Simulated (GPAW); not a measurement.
Consider KCrF3 (I4/mcm).

```
Cr K F
1.0
    -3.02615    3.02615    4.01098
     3.02615   -3.02615    4.01098
     3.02615    3.02615   -4.01098
Cr K F
2 2 6
Direct
  0.00000 0.50000 0.50000
  0.50000 0.00000 0.50000
  0.75000 0.75000 0.00000
  0.25000 0.25000 0.00000
  0.76800 0.73200 0.50000
  0.26800 0.76800 0.03600
  0.23200 0.26800 0.50000
  0.73200 0.23200 0.96400
  0.25000 0.75000 0.50000
  0.75000 0.25000 0.50000
```

Absorber: atom 5, with 1 Cr at 1.99 Å and 1 Cr at 2.29 Å (linear, site symmetry m2m). Method: GPAW, LDA + U (Cr 3.7 eV), full core hole (charged cell), 10-atom cell with 5.9 Å between holes, 4×4×4 k points, dipole transitions, Gaussian full width 0.9 eV up to 4 eV, rising linearly to 3.5 eV at 25 eV.

**Question.** Predict the near-edge structure at the F K edge.

Main maxima up to 24 eV above the zero (height): 3.1 eV (2.45), 4.9 eV (1.92), 8.4 eV (1.25) and 16.7 eV (1.31). A K edge sees empty p states; the first features are F p mixed into the empty d states of the Cr neighbours, and the broad ones above probably into the cations' higher empty bands. The total-energy difference plus the lowest empty eigenvalue puts the zero at 679.86 eV. The functional and the charged cell's background leave an error in such absolute values: in the free atom LDA prices this hole 4.7 eV below PBE (computed apart), and PBE is itself good to a few eV.

The F K spectrum (energy from the lowest empty level; intensity scaled to a mean of 1 over the first 20 eV; polarised curves are means over the symmetry-equivalent atoms):

```
E (eV)  isotropic  ε ⊥ c  ε ∥ c
  -2.0       0.00   0.00   0.00
  -1.5       0.00   0.00   0.00
  -1.0       0.00   0.00   0.00
  -0.5       0.00   0.00   0.00
   0.0       0.03   0.04   0.01
   0.5       0.20   0.28   0.05
   1.0       0.39   0.53   0.09
   1.5       0.38   0.43   0.26
   2.0       0.60   0.56   0.68
   2.5       1.49   1.39   1.69
   3.0       2.43   2.60   2.08
   3.5       2.12   2.37   1.61
   4.0       1.82   1.94   1.58
   4.5       1.86   1.99   1.59
   5.0       1.90   1.98   1.75
   5.5       1.61   1.60   1.62
   6.0       1.33   1.34   1.33
   6.5       1.17   1.19   1.12
   7.0       1.05   1.13   0.88
   7.5       1.07   1.24   0.72
   8.0       1.20   1.43   0.73
   8.5       1.25   1.50   0.75
   9.0       1.14   1.33   0.75
   9.5       0.96   1.05   0.78
  10.0       0.82   0.81   0.85
  10.5       0.69   0.63   0.82
  11.0       0.54   0.48   0.66
  11.5       0.42   0.39   0.46
  12.0       0.36   0.36   0.34
  12.5       0.35   0.37   0.31
  13.0       0.38   0.39   0.36
  13.5       0.46   0.45   0.48
  14.0       0.59   0.55   0.66
  14.5       0.75   0.68   0.89
  15.0       0.93   0.83   1.13
  15.5       1.10   0.95   1.39
  16.0       1.23   1.02   1.64
  16.5       1.30   1.05   1.81
  17.0       1.29   1.02   1.83
  17.5       1.19   0.94   1.68
  18.0       1.02   0.83   1.40
  18.5       0.85   0.72   1.10
  19.0       0.71   0.64   0.85
  19.5       0.63   0.60   0.68
  20.0       0.61   0.61   0.60
  20.5       0.64   0.67   0.57
  21.0       0.71   0.77   0.59
  21.5       0.81   0.89   0.64
  22.0       0.90   1.00   0.70
  22.5       0.99   1.11   0.76
  23.0       1.07   1.20   0.82
  23.5       1.14   1.27   0.88
  24.0       1.19   1.32   0.94
  24.5       1.23   1.35   0.99
  25.0       1.25   1.36   1.03
  25.5       1.25   1.35   1.05
  26.0       1.23   1.32   1.04
  26.5       1.20   1.29   1.03
  27.0       1.18   1.26   1.03
  27.5       1.17   1.24   1.04
  28.0       1.18   1.23   1.07
  28.5       1.20   1.23   1.13
  29.0       1.21   1.22   1.19
  29.5       1.21   1.20   1.24
  30.0       1.20   1.17   1.26
  30.5       1.17   1.13   1.25
  31.0       1.13   1.09   1.21
```

The hole lies in one spin channel, while the script sums the empty states of both and takes the lower zero; where the two channels are split, this blurs and shifts the curve. The crystal has 2 inequivalent F sites and not all are shown here, while a measurement adds them all. The spins start antiferromagnetically in a simple order, which needn't be the measured one; gap and edge can depend on it. The holes are only 5.9 Å apart, so the shape is probably not converged with cell size; no larger cell was run here. The mesh is coarse (0.37 Å⁻¹ between points), so small maxima may be mesh ripples. The structure is a published determination, not relaxed.

[Banner, clock and machine lines of the logs are left out without a mark of their own.]

[Logs are printed without paths, hosts, clocks, repeated set-up lines and the standing remarks that a program may print on its own settings, such as how far it seeks lower states.]

[Hosts, paths, dates, database ids (printed as entryN), source tags and the programs' standing remarks are cut or masked in the printed files.]

[Lists of maxima count a maximum above −3 eV only where it reaches 4 % of the highest in the window and stands out from its surroundings by 2 % of it (1.5 % where it reaches 55 %); shoulders and weaker maxima are passed over, and of the rest the first, up to two pre-edge ones and the few strongest are named.]
